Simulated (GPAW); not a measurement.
## How the form of the self-energy moves the gap of CaZrN2 (R-3m)

How much does the gap of CaZrN2 (R-3m) depend on the approximation to the self-energy?

Main program and level: GPAW 26.7.0; LDA and many-body steps on it, plane waves.

### Step 1. The starting structure

It takes space group R-3m (No. 166, trigonal). The conventional cell has a = 3.314 Å, b = 3.314 Å, c = 16.820 Å, α = 90.00°, β = 90.00°, γ = 120.00°. Nearest to Ca lie 6 N at 2.50 Å. Nearest to Zr lie 6 N at 2.26 Å. Nearest to N lie 3 Zr at 2.26 Å and 3 Ca at 2.50 Å. Farther neighbours and most contacts between anions are not listed.

Structure file:

```cif
data_structure
_symmetry_space_group_name_H-M 'P 1'
_symmetry_Int_Tables_number 1
_cell_length_a 5.9242
_cell_length_b 5.9242
_cell_length_c 5.9242
_cell_angle_alpha 32.486
_cell_angle_beta 32.486
_cell_angle_gamma 32.486
_cell_volume 53.33
loop_
_atom_site_label
_atom_site_type_symbol
_atom_site_fract_x
_atom_site_fract_y
_atom_site_fract_z
_atom_site_occupancy
Ca1 Ca 0.00000 0.00000 0.00000 1
Zr2 Zr 0.50000 0.50000 0.50000 1
N3 N 0.23812 0.23812 0.23812 1
N4 N 0.76188 0.76188 0.76188 1
```

The cell and positions are those that the Materials Project relaxed with its own functionals (PBE, PBE+U or r2SCAN), kept fixed.

### Step 2. Empty states on the mesh, 4×4×4 mesh, 255 bands

This step: GPAW 26.7.0; DFT, LDA, plane waves, PAW.

The sums over transitions need many empty states on a uniform mesh; this step solves for them.

Input file run.py:

```python
import json
import numpy as np
from gpaw.mpi import world
from gpaw import GPAW

calc = GPAW('gs.gpw').fixed_density(kpts={'size': (4, 4, 4), 'gamma': True},
    parallel={'domain': 1, 'band': 1},
    txt='nscf.txt')
calc.diagonalize_full_hamiltonian(nbands=255)
calc.write('full.gpw', mode='all')
res = {}
kpts = calc.get_ibz_k_points()
res['kpts'] = kpts
res['eigenvalues'] = [calc.get_eigenvalues(kpt=k) for k in range(len(kpts))]
res['n_electrons'] = calc.get_number_of_electrons()

if world.rank == 0:
    with open('result.json', 'w') as f:
        json.dump(res, f, default=lambda x: x.tolist())
```

Run with:

```
> mpirun -n 4 gpaw python run.py
```

Numbers of over 12 decimals in the logs are rounded to 6 here.

Log:

```text
Diagonalizing LCAO Hamiltonian
Converting LCAO to pw mode
convergence criteria:
- Maximum integral of absolute [eigenst]ate change: 4e-08 eV^2 / valence electron
maximum number of iterations: 100

SCF iterations
|iter     |     time |      energy | eigst |  dens |
|iter:   1|  |             | +1.14 |       |
|iter:   2|  |             | +0.31 |       |
|iter:   3|  |             | -0.38 |       |
[...]
|iter:  47|  |             | -7.09 |       |
|iter:  48|  |             | -7.31 |       |
|iter:  49|  |             | -7.62c|       |
SCF steps: 49
  __  _  _
 | _ |_)|_||  |
 |__||  | ||/\| - 26.7.0

Input parameters:
  mode=PW(ecut=600.0),
  convergence={'density': 1e-06, 'bands': -3},
  gpts=array([35, 35, 35]),
  kpts=MonkhorstPack(size=(4, 4, 4), gamma=True),
  maxiter=100,
  nbands=24,
  occupations=Occupations(name='fermi-dirac', width=0.001, fixmagmom=False),
  parallel={'domain': 1, 'band': 1},
  xc=XC(name='LDA')
Matrix size: 1781x1781
# Writing to full.gpw (mode='all')
  [... matrices ...]

timing:  # [seconds]
  Total: 32.202  # ━━━━━━━━━━━━━━━━━━━━━━━━━━━━━━━━━━━━━━━━━━━━━━━━━━━━━━━━━━
```

It took 64 s on 4 MPI ranks of Arm Neoverse V1, shared host; peak memory 1.9 GiB.

Numbers from this step:

- gap: 0.3956 eV
- k of the valence top: 0, 0, 0
- k of the conduction bottom: 0.5, 0.5, 0
- least direct gap: 1.027 eV
- k points computed: 13
- lowest point of the top converged band, above the valence top: 142.0140 eV

On this mesh the gap is 0.396 eV.

### Step 3. G0W0, Godby-Needs plasmon pole

Now the one-shot GW correction: screening in the RPA, then the self-energy of the levels asked for.

This step: G0W0 on LDA, plane waves, PAW.

Input file run.py:

```python
import json
import numpy as np
from gpaw.mpi import world
from gpaw.response.g0w0 import G0W0

gw = G0W0('full.gpw',
    filename='gw',
    kpts=[0, 10],
    bands=(14, 18),
    ecut=96,
    nbands=113,
    integrate_gamma='WS',
    ppa=True)
gw.calculate()
res = {mode: {k: v for k, v in r.items() if k != 'sigma_eskwn'}
       for mode, r in gw.all_results.items()}

if world.rank == 0:
    with open('result.json', 'w') as f:
        json.dump(res, f, default=lambda x: x.tolist())
```

Run with:

```
> mpirun -n 4 gpaw python run.py
```

Log:

```text
Using integrator: PointIntegrator
FrequencyGridDescriptor(from 0.000+0.000j to 0.000+27.211j eV, 2 points)
Nonperiodic BCs:  [False False False]
Using integrator: PointIntegrator
FrequencyGridDescriptor(from 0.000+0.000j to 0.000+27.211j eV, 2 points)
Nonperiodic BCs:  [False False False]
  ___  _ _ _
 |   || | | |
 | | || | | |
 |__ ||_____|
 |___|

BZ k-points: Symmetries present (total): 12

  [... matrices ...]
64 k-points: 4 x 4 x 4 Monkhorst-Pack grid + [1/8,1/8,1/8]
13 k-points in the irreducible part of the Brillouin zone
       k-points in crystal coordinates                weights
   0:     0.00000000    0.00000000    0.00000000          1/64
   1:     0.25000000    0.00000000   -0.25000000          6/64
   2:     0.25000000    0.00000000    0.00000000          6/64
   3:     0.25000000    0.25000000   -0.25000000          6/64
   4:     0.25000000    0.25000000    0.00000000          6/64
   5:     0.25000000    0.25000000    0.25000000          2/64
   6:     0.50000000    0.00000000    0.00000000          3/64
   7:     0.50000000    0.25000000   -0.25000000          6/64
   8:     0.50000000    0.25000000    0.00000000         12/64
   9:     0.50000000    0.25000000    0.25000000          6/64
          ...
  12:     0.50000000    0.50000000    0.50000000          1/64

Distributing spins, k-points and bands (1 x 2 x 4) over 4 processes
Number of blocks: 1

Quasi particle states:
k-points (IBZ indices): [0, 10]
Band range: (14, 18)
  [... matrices ...]
Computational parameters:
Plane wave cut-off: 96 eV
Number of bands: 113
Coulomb cutoff: None
Broadening: 0.1 eV

fxc modes: GW
Kernel: RPA
Using Godby-Needs plasmon-pole approximation:
  Fitting energy: i*E0, E0 = 1.000 Hartree
Summing all q:

Calculating screened Coulomb potential
No Coulomb truncation
FrequencyGridDescriptor(from 0.000+0.000j to 0.000+27.211j eV, 2 points)
Removing empty qpoint cache files...

Calculating chi0 body with:
    Ground state adapter containing:
    Number of spins: 1
    Number of kpoints: 64
    Number of irreducible kpoints: 13
    Number of completely occupied states: 16
    Number of partially occupied states: 16
    Occupied states memory: 10.467529296875 M / cpu

    Linear response parametrization:
    q_c: [0.0, 0.0, 0.0]
    Number of frequency points: 2
    Planewave cutoff: 96.0
    Number of bands: 113
    Number of planewaves: 111
    Broadening (eta): 1e-06
    comm.size: 4
    kncomm.size: 4
    blockcomm.size: 1

    Memory estimate of potentially large arrays:
        chi0_wGG: 0.376007 M / cpu
Integrating chi0 body.

Symmetries of q_c:
    Direct symmetries (Uq -> q): 12
    Indirect symmetries (TUq -> q): 0
In total 12 allowed symmetries.

  [... matrices ...]
13 groups of equivalent kpoints. 79.6875% reduction.

Integral kind: response function
Integrating chi0 head and wings.

Symmetries of q_c:
    Direct symmetries (Uq -> q): 12
    Indirect symmetries (TUq -> q): 0
In total 12 allowed symmetries.

  [... matrices ...]
13 groups of equivalent kpoints. 79.6875% reduction.

Integral kind: response function wings

Calculating chi0 body with:
    Ground state adapter containing:
    Number of spins: 1
    Number of kpoints: 64
    Number of irreducible kpoints: 13
    Number of completely occupied states: 16
    Number of partially occupied states: 16
    Occupied states memory: 10.467529296875 M / cpu

[... the further q-points ...]

Results:
f:      Occupation numbers
eps:     KS-eigenvalues [eV]
vxc:     KS vxc [eV]
exx:     Exact exchange [eV]
sigma:   Self-energies [eV]
dsigma:  Self-energy derivatives
Z:       Renormalization factors
qp:      QP-energies [eV]

k-point 0 (0): (0.000, 0.000, 0.000)                GW
band       f     eps     vxc     exx   sigma  dsigma       Z      qp
                                                                   GW
  14   1.000   8.024 -17.881 -20.679   3.024  -0.289   0.776   8.200
  15   1.000   8.024 -17.881 -20.679   3.024  -0.289   0.776   8.200
  16   0.000  10.573 -16.639 -10.264  -4.650  -0.241   0.806  11.963
  17   0.000  10.573 -16.639 -10.264  -4.650  -0.241   0.806  11.963

k-point 1 (10): (0.500, 0.500, 0.000)                GW
band       f     eps     vxc     exx   sigma  dsigma       Z      qp
                                                                   GW
  14   1.000   7.357 -17.533 -20.461   3.044  -0.291   0.775   7.447
  15   1.000   7.393 -17.712 -20.852   3.227  -0.290   0.775   7.460
  16   0.000   8.420 -13.886  -8.937  -3.726  -0.229   0.814   9.415
  17   0.000  12.900 -18.919 -11.687  -5.208  -0.270   0.787  14.494
```

Elapsed: 3 min, on 4 MPI ranks; peak memory 2.1 GiB; 12 min of CPU time.

Numbers from this step:

```
G0W0 gap on the points computed              : 1.215 eV
least direct G0W0 gap on the computed points : 1.955 eV
Z at the valence top                         : 0.7756
Z at the conduction bottom                   : 0.8135
starting gap on the mesh                     : 0.3956 eV
k of the valence top                         : 0, 0, 0
k of the conduction bottom                   : 0.5, 0.5, 0
```

The gap on the mesh goes from 0.40 eV to 1.22 eV, a correction of +0.82 eV.

### Step 4. One-shot HSE06

This step: one-shot HSE06 levels on LDA orbitals, plane waves, PAW.

Input file run.py:

```python
import json
import numpy as np
from gpaw.mpi import world
from gpaw.hybrids.eigenvalues import non_self_consistent_eigenvalues

dft, vxc, vxc_hyb = non_self_consistent_eigenvalues('full.gpw', 'HSE06', 14, 18, kpt_indices=[0, 10])
res = {'dft': dft[0], 'hybrid': (dft - vxc + vxc_hyb)[0]}
if world.rank == 0:
    with open('hybrid.txt', 'w') as f:
        for k, e0, e1 in zip([0, 10], res['dft'], res['hybrid']):
            print(k, ' '.join(f'{x:9.4f}' for x in e0), '|', ' '.join(f'{x:9.4f}' for x in e1), file=f)

if world.rank == 0:
    with open('result.json', 'w') as f:
        json.dump(res, f, default=lambda x: x.tolist())
```

Run with:

```
> mpirun -n 4 gpaw python run.py
```

Log:

```text
builder.py:213: UserWarning: The angles between your unit-cell vectors are 32.5, 32.5 and 32.5 degrees.  Results may be wrong!  Please Niggli-reduce your unit-cell so that the angles are closer to 90 degrees:

  from ase.build import niggli_reduce
  niggli_reduce(atoms)
  [... matrices ...]
  warnings.warn(
builder.py:213: UserWarning: The angles between your unit-cell vectors are 32.5, 32.5 and 32.5 degrees.  Results may be wrong!  Please Niggli-reduce your unit-cell so that the angles are closer to 90 degrees:

  from ase.build import niggli_reduce
  niggli_reduce(atoms)
  [... matrices ...]
  warnings.warn(
builder.py:213: UserWarning: The angles between your unit-cell vectors are 32.5, 32.5 and 32.5 degrees.  Results may be wrong!  Please Niggli-reduce your unit-cell so that the angles are closer to 90 degrees:

  from ase.build import niggli_reduce
  niggli_reduce(atoms)
  [... matrices ...]
  warnings.warn(
builder.py:213: UserWarning: The angles between your unit-cell vectors are 32.5, 32.5 and 32.5 degrees.  Results may be wrong!  Please Niggli-reduce your unit-cell so that the angles are closer to 90 degrees:

  from ase.build import niggli_reduce
  niggli_reduce(atoms)
  [... matrices ...]
  warnings.warn(
IBZ(<points: 13, symmetries: 12>)
Occupied bands: 16
Transforming wave functions from IBZ to BZ: 0.039 seconds
Distributing wave functions and iFFT-ing to real space: 1.005 seconds
Calculating eigenvalues:
  k-points: 2
  Bands: 14-17 (inclusive)
  Seconds: 2.146 (wave-function broadcasting: 0.012 seconds)
HSE06-eigenvalue shifts:
  min: -0.635 eV
  ave: 0.257 eV
  max: 1.296 eV
```

It took 6.5 s on 4 MPI ranks; peak memory 1.5 GiB.

This step gave:

| Item | Value |
| --- | --- |
| starting gap on the mesh | 0.3956 eV |
| hybrid gap on the mesh | 1.814 eV |
| least direct hybrid gap on the computed points | 2.506 eV |

### Step 5. G0W0, extrapolated in the cutoff

This step: G0W0 on LDA, plane waves, PAW.

Input file run.py:

```python
import json
import numpy as np
from gpaw.mpi import world
from gpaw.response.g0w0 import G0W0

gw = G0W0('full.gpw',
    filename='gw',
    kpts=[0, 10],
    bands=(14, 18),
    ecut=160.0,
    integrate_gamma='WS',
    ppa=True,
    ecut_extrapolation=True)
gw.calculate()
res = {mode: {k: v for k, v in r.items() if k != 'sigma_eskwn'}
       for mode, r in gw.all_results.items()}

if world.rank == 0:
    with open('result.json', 'w') as f:
        json.dump(res, f, default=lambda x: x.tolist())
```

Run with:

```
> mpirun -n 4 gpaw python run.py
```

Log:

```text
Using integrator: PointIntegrator
FrequencyGridDescriptor(from 0.000+0.000j to 0.000+27.211j eV, 2 points)
Nonperiodic BCs:  [False False False]
Using integrator: PointIntegrator
FrequencyGridDescriptor(from 0.000+0.000j to 0.000+27.211j eV, 2 points)
Nonperiodic BCs:  [False False False]
  ___  _ _ _
 |   || | | |
 | | || | | |
 |__ ||_____|
 |___|

BZ k-points: Symmetries present (total): 12

  [... matrices ...]
64 k-points: 4 x 4 x 4 Monkhorst-Pack grid + [1/8,1/8,1/8]
13 k-points in the irreducible part of the Brillouin zone
       k-points in crystal coordinates                weights
   0:     0.00000000    0.00000000    0.00000000          1/64
   1:     0.25000000    0.00000000   -0.25000000          6/64
   2:     0.25000000    0.00000000    0.00000000          6/64
[...]
9:     0.50000000    0.25000000    0.25000000          6/64
          ...
  12:     0.50000000    0.50000000    0.50000000          1/64

Distributing spins, k-points and bands (1 x 2 x 4) over 4 processes
Number of blocks: 1

Quasi particle states:
k-points (IBZ indices): [0, 10]
Band range: (14, 18)
  [... matrices ...]
Computational parameters:
Extrapolating to infinite plane wave cut-off using points at:
  137.884 eV
  147.917 eV
  160.000 eV
Number of bands: 245
Coulomb cutoff: None
Broadening: 0.1 eV

fxc modes: GW
Kernel: RPA
Using Godby-Needs plasmon-pole approximation:
  Fitting energy: i*E0, E0 = 1.000 Hartree
Summing all q:

Calculating screened Coulomb potential
No Coulomb truncation
FrequencyGridDescriptor(from 0.000+0.000j to 0.000+27.211j eV, 2 points)
Removing empty qpoint cache files...

Calculating chi0 body with:
    Ground state adapter containing:
    Number of spins: 1
    Number of kpoints: 64
    Number of irreducible kpoints: 13
[...]
chi0_wGG: 1.743195 M / cpu
Integrating chi0 body.

Symmetries of q_c:
    Direct symmetries (Uq -> q): 12
    Indirect symmetries (TUq -> q): 0
In total 12 allowed symmetries.

  [... matrices ...]
13 groups of equivalent kpoints. 79.6875% reduction.

Integral kind: response function
Integrating chi0 head and wings.

Symmetries of q_c:
    Direct symmetries (Uq -> q): 12
    Indirect symmetries (TUq -> q): 0
In total 12 allowed symmetries.

  [... matrices ...]
13 groups of equivalent kpoints. 79.6875% reduction.

Integral kind: response function wings

Calculating chi0 body with:
    Ground state adapter containing:
    Number of spins: 1
    Number of kpoints: 64
    Number of irreducible kpoints: 13
    Number of completely occupied states: 16
    Number of partially occupied states: 16
    Occupied states memory: 10.467529296875 M / cpu

[... the further q-points ...]
Extrapolating selfenergy to infinite energy cutoff:
  Performing linear fit to 3 points
  Warning: Bad quality of linear fit for some (n,k).
           Higher cutoff might be necessary.
  Minimum R^2 = 0.5695. (R^2 Should be close to 1)
  [... matrices ...]
Results:
f:      Occupation numbers
eps:     KS-eigenvalues [eV]
vxc:     KS vxc [eV]
exx:     Exact exchange [eV]
sigma:   Self-energies [eV]
dsigma:  Self-energy derivatives
Z:       Renormalization factors
qp:      QP-energies [eV]

k-point 0 (0): (0.000, 0.000, 0.000)                GW
band       f     eps     vxc     exx   sigma  dsigma       Z      qp
                                                                   GW
  14   1.000   8.024 -17.881 -20.679   2.233  -0.308   0.765   7.592
  15   1.000   8.024 -17.881 -20.679   2.233  -0.308   0.765   7.592
  16   0.000  10.573 -16.639 -10.264  -4.987  -0.248   0.802  11.686
[...]
k-point 1 (10): (0.500, 0.500, 0.000)                GW
band       f     eps     vxc     exx   sigma  dsigma       Z      qp
                                                                   GW
[...]
16   0.000   8.420 -13.886  -8.937  -4.014  -0.234   0.811   9.178
  17   0.000  12.900 -18.919 -11.687  -5.679  -0.184   0.845  14.212
```

The job ended after 11 min (4 MPI ranks; peak memory 2.5 GiB; 42 min of CPU time).

This step gave:

* quasiparticle gap on the points computed: 1.586 eV
* least direct quasiparticle gap on the computed points: 2.272 eV
* Z at the valence top: 0.7646
* Z at the conduction bottom: 0.8105
* starting gap on the mesh: 0.3956 eV
* k of the valence top: 0, 0, 0
* k of the conduction bottom: 0.5, 0.5, 0
* gaps at the cutoffs of the extrapolation: 1.352, 1.373, 1.400 eV

Against G0W0 in GPAW (4×4×4 mesh, 113 bands, screening to 96 eV, Godby-Needs plasmon pole), the gap moves by +0.370 eV.

(Part 1 of 2 ends here.)

[Paths, hosts, dates, memory and timing lines, banners, echoed tables and standing remarks are left out of the program output.]

[Logs are printed without paths, hosts, clocks, repeated set-up lines and the standing remarks that a program may print on its own settings, such as how far it seeks lower states.]

[Runs of the session that timed out or met a known fault of the program may be left out.]

[Hosts, paths, dates, database ids (printed as entryN), source tags and the programs' standing remarks are cut or masked in the printed files.]
